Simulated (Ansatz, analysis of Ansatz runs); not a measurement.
# SnClF (Pnma): does an added hole stay on Cl?, part 2 of 2

Aim: the energy barrier that a trapped hole meets when it moves from one Cl atom to another one nearby in SnClF (Pnma). The model is a cell of 72 host atoms.

Ansatz 0.2.0; plane-wave PAW DFT, PBEsol+U; relaxation of all atoms of a supercell at fixed charge in a uniform background; PAW set soft_1.

So far. Step 2 (The cell without the carrier): The largest displacement from an ideal site is 0.093 Å.

## (3) The hole on the first site

The nearest neighbour or neighbours of the site start displaced and the site's starting moment is changed by the carrier's spin, since a carrier doesn't trap itself in the undistorted lattice.

The input, A.relax/input.yaml:

```yaml
crystal:
  lattice:
    - [12.27912259, 0.0, 0.0]
    - [0.0, 12.85991683, 0.0]
    - [0.0, 0.0, 10.01346887]
  atoms:
    - { symbol: Sn, position: [0.146659, 0.250185, 0.408823] }
    - { symbol: Sn, position: [0.352287, 0.083416, 0.592273] }
    - { symbol: Sn, position: [0.396923, 0.249956, 0.092092] }
    - { symbol: Sn, position: [0.102661, 0.083641, 0.908665] }
    - { symbol: Cl, position: [0.048763, 0.250138, 0.63918] }
    - { symbol: Cl, position: [0.44975, 0.083624, 0.361585] }
    - { symbol: Cl, position: [0.299187, 0.249985, 0.861599] }
    - { symbol: Cl, position: [0.200249, 0.083534, 0.139231] }
    - { symbol: F, position: [0.052602, 0.250192, 0.979586] }
    - { symbol: F, position: [0.447092, 0.083414, 0.021424] }
    - { symbol: F, position: [0.302098, 0.25017, 0.521587] }
    - { symbol: F, position: [0.196635, 0.083488, 0.47986] }
    - { symbol: Sn, position: [0.146516, 0.583513, 0.408812] }
    - { symbol: Sn, position: [0.344955, 0.416806, 0.610279] }
    - { symbol: Sn, position: [0.396822, 0.58326, 0.091928] }
    - { symbol: Sn, position: [0.102674, 0.416949, 0.90857] }
    - { symbol: Cl, position: [0.04857, 0.583597, 0.63918] }
    - { symbol: Cl, position: [0.449805, 0.416783, 0.361774], spin: 1.0 }
    - { symbol: Cl, position: [0.299088, 0.583418, 0.861428] }
    - { symbol: Cl, position: [0.20016, 0.417021, 0.139194] }
    - { symbol: F, position: [0.052403, 0.583538, 0.979082] }
    - { symbol: F, position: [0.446961, 0.41671, 0.021036] }
    - { symbol: F, position: [0.302019, 0.583462, 0.521593] }
    - { symbol: F, position: [0.196614, 0.41683, 0.479887] }
    - { symbol: Sn, position: [0.146632, 0.916863, 0.408753] }
    - { symbol: Sn, position: [0.352266, 0.750076, 0.592194] }
    - { symbol: Sn, position: [0.39685, 0.916579, 0.092081] }
    - { symbol: Sn, position: [0.102597, 0.750328, 0.908495] }
    - { symbol: Cl, position: [0.048704, 0.916856, 0.639102] }
    - { symbol: Cl, position: [0.449775, 0.750058, 0.361559] }
    - { symbol: Cl, position: [0.299188, 0.91693, 0.861574] }
    - { symbol: Cl, position: [0.200221, 0.750082, 0.139049] }
    - { symbol: F, position: [0.052475, 0.916884, 0.979468] }
    - { symbol: F, position: [0.446943, 0.750048, 0.021103] }
    - { symbol: F, position: [0.302151, 0.916826, 0.521404] }
    - { symbol: F, position: [0.196657, 0.750174, 0.479725] }
    - { symbol: Sn, position: [0.64636, 0.249991, 0.408518] }
    - { symbol: Sn, position: [0.852238, 0.083325, 0.591659] }
    - { symbol: Sn, position: [0.896944, 0.25028, 0.091899] }
    - { symbol: Sn, position: [0.602593, 0.083194, 0.9087] }
    - { symbol: Cl, position: [0.549067, 0.250104, 0.639275] }
    - { symbol: Cl, position: [0.950135, 0.083459, 0.361279] }
    - { symbol: Cl, position: [0.79925, 0.250083, 0.861374] }
    - { symbol: Cl, position: [0.700322, 0.083351, 0.139177] }
    - { symbol: F, position: [0.552516, 0.25007, 0.979603] }
    - { symbol: F, position: [0.947015, 0.083559, 0.021083] }
    - { symbol: F, position: [0.802126, 0.25008, 0.520665] }
    - { symbol: F, position: [0.696552, 0.083408, 0.479226] }
    - { symbol: Sn, position: [0.646315, 0.583266, 0.408523] }
    - { symbol: Sn, position: [0.852199, 0.416657, 0.591767] }
    - { symbol: Sn, position: [0.896856, 0.58362, 0.091733] }
    - { symbol: Sn, position: [0.602587, 0.416552, 0.908577] }
    - { symbol: Cl, position: [0.548879, 0.583432, 0.639219] }
    - { symbol: Cl, position: [0.950081, 0.416918, 0.361391] }
    - { symbol: Cl, position: [0.799024, 0.583459, 0.861269] }
    - { symbol: Cl, position: [0.700262, 0.416829, 0.139144] }
    - { symbol: F, position: [0.552392, 0.583369, 0.979326] }
    - { symbol: F, position: [0.94703, 0.416853, 0.020877] }
    - { symbol: F, position: [0.802003, 0.5834, 0.520857] }
    - { symbol: F, position: [0.696573, 0.416728, 0.479287] }
    - { symbol: Sn, position: [0.646346, 0.916677, 0.408474] }
    - { symbol: Sn, position: [0.85215, 0.749983, 0.591641] }
    - { symbol: Sn, position: [0.896824, 0.91695, 0.091858] }
    - { symbol: Sn, position: [0.602559, 0.749899, 0.908593] }
    - { symbol: Cl, position: [0.54899, 0.916717, 0.6392] }
    - { symbol: Cl, position: [0.950071, 0.750026, 0.361282] }
    - { symbol: Cl, position: [0.799069, 0.916859, 0.861332] }
    - { symbol: Cl, position: [0.700256, 0.750001, 0.139135] }
    - { symbol: F, position: [0.552455, 0.916715, 0.979536] }
    - { symbol: F, position: [0.946966, 0.750184, 0.020894] }
    - { symbol: F, position: [0.802078, 0.91676, 0.520634] }
    - { symbol: F, position: [0.696536, 0.750086, 0.479121] }
total_charge: 1
basis:
  ecutwfc: 420
  xc_grid: 2
hamiltonian:
  xc: pbesol
  hubbard:
    sites: [{ species: Cl, l: p, u_eff: 6.0 }]
    projectors: ortho-atomic
  pseudopotentials: { kind: paw, azcp: { folder: soft_1 }, xc_functional: pbe }
kpoints:
  mp_grid: { grid: [1, 1, 1] }
magnetization:
  spin_polarized: true
  initial_magnetization: 1
  spin_locking: { lock_magnetization: hard }
scf:
  occupations: { method: fermi_dirac, width: 0.01 }
  max_iter: 120
  lower_state_search: "off"
output:
  forces: true
relax:
  f_tol: 0.015
  max_steps: 70
  escape_saddle: false
checkpoint:
  write: "../A.relax.run"
  compress: false
  write_wavefunctions: true
  write_every: 100000
```

On the command line:

```bash
$ ansatz run input.yaml --threads 4 --pin off --max-ram 17899MiB --backend cpu --events-out ev --progress --plain --runs-dir out
```

Numbers of over 12 decimals in the logs are rounded to 6 here.

The program printed:

```text
[...]
Crystal: 72 atoms, lattice volume = 1581.212 Å³
Basis set: ecut = 420 eV, 30947 PW (Γ), exchange–correlation on 180×180×144 points (8 copies of the dense FFT grid, shifted against one another)
Bands: 408, of which v1, the nominal top of the filled ones, is band 336 counted from 1 (335 counted from 0)
Symmetry: 1 space group operations
[...]
k-points: 1
[...]
Starting moments: Σ|m| = 1 μB on 1 of 72 sites
[...]
SCF iter   1: F=—  HF=-187574.863253 eV  |F-HF|=—  |Δ(HF+E_count)|=         —  Δρ=8.28e-2 (↑7.95e-2 ↓8.28e-2)  dr2=4.58e2  dr2_m=2.68e-1  M=1.000 μB ∫|m|=1.134 μB  β_m=0.30  ethr=3.10e-3  ⟨swp⟩=6.0  Hψ=3177  notcnv=0  defer=1
[...]
spin=Collinear: Kerker preconditioning applied to the charge; magnetization (m = ρ↑ − ρ↓) channel mixes plain (no charge-response kernel on spin).
SCF iter   2: F=—  HF=-187505.655969 eV  |F-HF|=—  |Δ(HF+E_count)|=    6.92e1  Δρ=2.11e-2 (↑2.04e-2 ↓2.11e-2)  dr2=6.36e1  dr2_m=1.24e-1  M=1.000 μB ∫|m|=1.158 μB  β_m=0.34  ethr=3.10e-3  ⟨swp⟩=4.0  Hψ=1764  notcnv=0  defer=134
[...]
SCF iter  12: F=-187488.480818 eV  HF=-187488.480818 eV  |F-HF|=3.79e-7  |Δ(HF+E_count)|=   1.73e-5  Δρ=6.83e-6 (↑6.62e-6 ↓6.83e-6)  dr2=2.76e-6  dr2_m=1.48e-8  M=1.000 μB ∫|m|=1.120 μB  ethr=8.38e-10  ⟨swp⟩=4.0  Hψ=2465  notcnv=0
SCF 1 converged in 12 iterations: F = -187488.480818 eV  dr2 = 2.76e-6
[...]
relax step   1: F+E_penalty+E_count = -187488.48081801 eV  Δ(F+E_penalty+E_count) = +0.000e0 eV  max|allowed force component| = 9.745e-1 eV/Å  Δτ_max = 0.0000 Å  (12 SCF iters, dr2 threshold 5.63e-6 eV, accepted)
[...]
relax step   2: F+E_penalty+E_count = -187488.58023088 eV  Δ(F+E_penalty+E_count) = -9.941e-2 eV  max|allowed force component| = 1.769e-1 eV/Å  Δτ_max = 0.1934 Å  (7 SCF iters, dr2 threshold 5.93e-5 eV, accepted)
relax step   3: F+E_penalty+E_count = -187488.59457885 eV  Δ(F+E_penalty+E_count) = -1.435e-2 eV  max|allowed force component| = 4.492e-2 eV/Å  Δτ_max = 0.0540 Å  (8 SCF iters, dr2 threshold 1.96e-6 eV, accepted)
relax step   4: F+E_penalty+E_count = -187488.59938736 eV  Δ(F+E_penalty+E_count) = -4.809e-3 eV  max|allowed force component| = 2.121e-2 eV/Å  Δτ_max = 0.0199 Å  (8 SCF iters, accepted)
relax step   5: F+E_penalty+E_count = -187488.59975871 eV  Δ(F+E_penalty+E_count) = -3.714e-4 eV  max|allowed force component| = 2.429e-2 eV/Å  Δτ_max = 0.0040 Å  (7 SCF iters, accepted)
relax step   6: F+E_penalty+E_count = -187488.60083044 eV  Δ(F+E_penalty+E_count) = -1.072e-3 eV  max|allowed force component| = 3.147e-2 eV/Å  Δτ_max = 0.0085 Å  (8 SCF iters, accepted)
relax step   7: F+E_penalty+E_count = -187488.60444435 eV  Δ(F+E_penalty+E_count) = -3.614e-3 eV  max|allowed force component| = 2.319e-2 eV/Å  Δτ_max = 0.0177 Å  (8 SCF iters, dr2 threshold 9.90e-7 eV, accepted)
relax step   8: F+E_penalty+E_count = -187488.25020142 eV  Δ(F+E_penalty+E_count) = +3.542e-1 eV  max|allowed force component| = 4.020e-1 eV/Å  Δτ_max = 0.1951 Å  (10 SCF iters, dr2 threshold 2.92e-7 eV, rejected (line search))
relax step   9: F+E_penalty+E_count = -187488.53692880 eV  Δ(F+E_penalty+E_count) = +6.752e-2 eV  max|allowed force component| = 1.188e-1 eV/Å  Δτ_max = 0.0952 Å  (11 SCF iters, rejected (line search))
relax step  10: F+E_penalty+E_count = -187488.60968228 eV  Δ(F+E_penalty+E_count) = -5.238e-3 eV  max|allowed force component| = 2.146e-2 eV/Å  Δτ_max = 0.0476 Å  (10 SCF iters, accepted)
relax step  11: F+E_penalty+E_count = -187488.61037687 eV  Δ(F+E_penalty+E_count) = -6.946e-4 eV  max|allowed force component| = 8.869e-3 eV/Å  Δτ_max = 0.0117 Å  (8 SCF iters, dr2 threshold 2.50e-7 eV, accepted)
iter 1 solved again at ethr=1.56e-12 eV; its pass at ethr=3.10e-3 eV (dr2=1.05e-8 eV) is discarded
[...]
SCF iter   2: F=-187488.610377 eV  HF=-187488.610377 eV  |F-HF|=8.06e-9  |Δ(HF+E_count)|=   4.51e-9  Δρ=3.20e-7 (↑3.03e-7 ↓3.20e-7)  dr2=5.71e-9  dr2_m=6.75e-11  M=1.000 μB ∫|m|=1.114 μB  ethr=1.56e-12  ⟨swp⟩=2.0  Hψ=1444  notcnv=0
SCF 12 converged in 2 iterations: F = -187488.610377 eV  dr2 = 5.71e-9
relax step  12: F+E_penalty+E_count = -187488.61037687 eV  Δ(F+E_penalty+E_count) = -1.775e-9 eV  max|allowed force component| = 8.868e-3 eV/Å  Δτ_max = 0.0000 Å  (2 SCF iters, accepted)
NSCF: frozen V_eff on 1 k-points
[...]
SCF converged after 2 iterations
Magnetization: 1.0000 μB (336.0000 up, 335.0000 down)
Absolute magnetization: 1.1102 μB (∫|ρ↑−ρ↓|, with the PAW one-centre terms)
[...]
Per-site moments (μB) at R_I (Å): [(0.00142444, 0.914223), (0.00927815, 0.911633), (0.00144876, 0.914297), [... 69 left out ...]
Free energy (F): -187488.610377 eV
[...]
Internal energy: -187488.610370 eV  (E = F + TS)
E sigma→0 (E₀):  -187488.610373 eV
Entropy (-TS):   -0.000007 eV (-0.000 meV/atom)
Fermi energy:    3.787407 (↑ 5.589948, ↓ 3.727665) eV
[...]
--- Forces (eV/Å), atoms counted from 1 ---
  atom   1  Sn     0.00124813     0.00701754    -0.00382394
  atom   2  Sn     0.00087451     0.00561011    -0.00101360
  [... 3 atoms left out ...]
  atom   6  Cl     0.00379922    -0.00397703    -0.00104724
  [... 4 atoms left out ...]
  atom  11  F      0.00070272    -0.00553430    -0.00018858
  [... 2 atoms left out ...]
  atom  14  Sn     0.00456489     0.00015735     0.00411298
  [... 3 atoms left out ...]
  atom  18  Cl     0.00360642    -0.00008970    -0.00481337
  [... 18 atoms left out ...]
  atom  37  Sn    -0.00413293     0.00682177    -0.00382676
  [... 3 atoms left out ...]
  atom  41  Cl    -0.00176895    -0.00406770     0.00676109
  [... 7 atoms left out ...]
  atom  49  Sn    -0.00411219    -0.00630610    -0.00372960
  [... 3 atoms left out ...]
  atom  53  Cl    -0.00174116     0.00400281     0.00673937
  [... 6 atoms left out ...]
  atom  60  F     -0.00292012    -0.00008463     0.00045973
  [... 12 atoms left out ...]
  max |Σ_I F_I| component: 3.69e-5 eV/Å
--- Band table (eV) ---
[...]
Occupation matrices written to <dir>
--- Relaxed structure (12 steps of the walk, 10 accepted, 0 SCFs on fresh bases) ---
  F+E_penalty+E_count = -187488.61037687 eV   max|allowed force component| = 8.868e-3 eV/Å
  atoms:
    - { symbol: Sn, position: [0.146348, 0.250437, 0.409337] }
    - { symbol: Sn, position: [0.352702, 0.083722, 0.590622] }
    [... 3 atoms left out ...]
    - { symbol: Cl, position: [0.450245, 0.078016, 0.361460] }
    [... 4 atoms left out ...]
    - { symbol: F, position: [0.302854, 0.249672, 0.519586] }
    [... 2 atoms left out ...]
    - { symbol: Sn, position: [0.352640, 0.416765, 0.591970] }
    [... 3 atoms left out ...]
    - { symbol: Cl, position: [0.450282, 0.416799, 0.362144] }
    [... 18 atoms left out ...]
    - { symbol: Sn, position: [0.646250, 0.250435, 0.408944] }
    [... 3 atoms left out ...]
    - { symbol: Cl, position: [0.548670, 0.247005, 0.638804] }
    [... 7 atoms left out ...]
    - { symbol: Sn, position: [0.646250, 0.583067, 0.408949] }
    [... 3 atoms left out ...]
    - { symbol: Cl, position: [0.548666, 0.586579, 0.638807] }
    [... 6 atoms left out ...]
    - { symbol: F, position: [0.696152, 0.416786, 0.480726] }
    [... 12 atoms left out ...]
```

It took 6.9 min on 4 threads of Arm Neoverse V2, shared host; peak memory 3.5 GiB.

The steps of the relaxation:

```tsv
step	energy less that of the first step (eV)	largest force component (eV/Å)
1	0.0000	0.9745
2	-0.0994	0.1769
3	-0.1138	0.0449
4	-0.1186	0.0212
5	-0.1189	0.0243
6	-0.1200	0.0315
7	-0.1236	0.0232
8	0.2306	0.4020
9	-0.0561	0.1188
10	-0.1289	0.0215
11	-0.1296	0.0089
12	-0.1296	0.0089
```

Relaxation steps 8, 9 were tried and not accepted.

The atoms that moved most (Å):

```tsv
atom	dx	dy	dz	length
Sn14	0.094	-0.001	-0.183	0.206
Cl6	0.006	-0.072	-0.001	0.072
Cl68	0.002	0.072	0.006	0.072
Cl30	0.006	0.071	-0.001	0.071
Cl66	0.004	0.071	-0.002	0.071
Cl8	0.002	-0.070	0.006	0.070
Cl32	0.002	0.069	0.008	0.070
Cl44	0.001	-0.070	0.005	0.070
```

The moves above count from the input, in which the site's nearest neighbours were already displaced; the distances below compare with the cell without the carrier.

Distances from Cl18 without and with the hole:

```tsv
atom	without (Å)	with (Å)
Sn14	2.60	2.59
F23	3.23	3.22
F11	3.23	3.22
F60	3.25	3.24
Sn49	3.26	3.25
Sn37	3.26	3.25
```

The largest changes of the moments are 0.02 μB on Cl67, 0.02 μB on Cl65 and 0.02 μB on Cl29. The carrier did not stay on the chosen site.

## (4) Results

```yaml
carrier_trapped_on_the_chosen_site: no
size_of_the_moment_change_on_that_site: 0.00 μB
```

**Reading.** With PBEsol+U (6 eV) (Cl p 6.0 eV) the hole does not stay on the chosen Cl atom: it is spread over more than 30 atoms in effect, so no hop between such sites was computed. The search for lower electronic states was switched off. Another U, a hybrid or another start may give another answer. What this leaves open: sampling at the zone centre alone can move energies of charged and open-shell states by tenths of an eV or more in cells of this size; gap and trapping depend on the U chosen (Cl p 6.0 eV); spin–orbit coupling, which can matter with heavy atoms, is left out.

[Logs are printed without paths, hosts, clocks, repeated set-up lines and the standing remarks that a program may print on its own settings, such as how far it seeks lower states.]

[Hosts, paths, dates, database ids (printed as entryN), source tags and the programs' standing remarks are cut or masked in the printed files.]
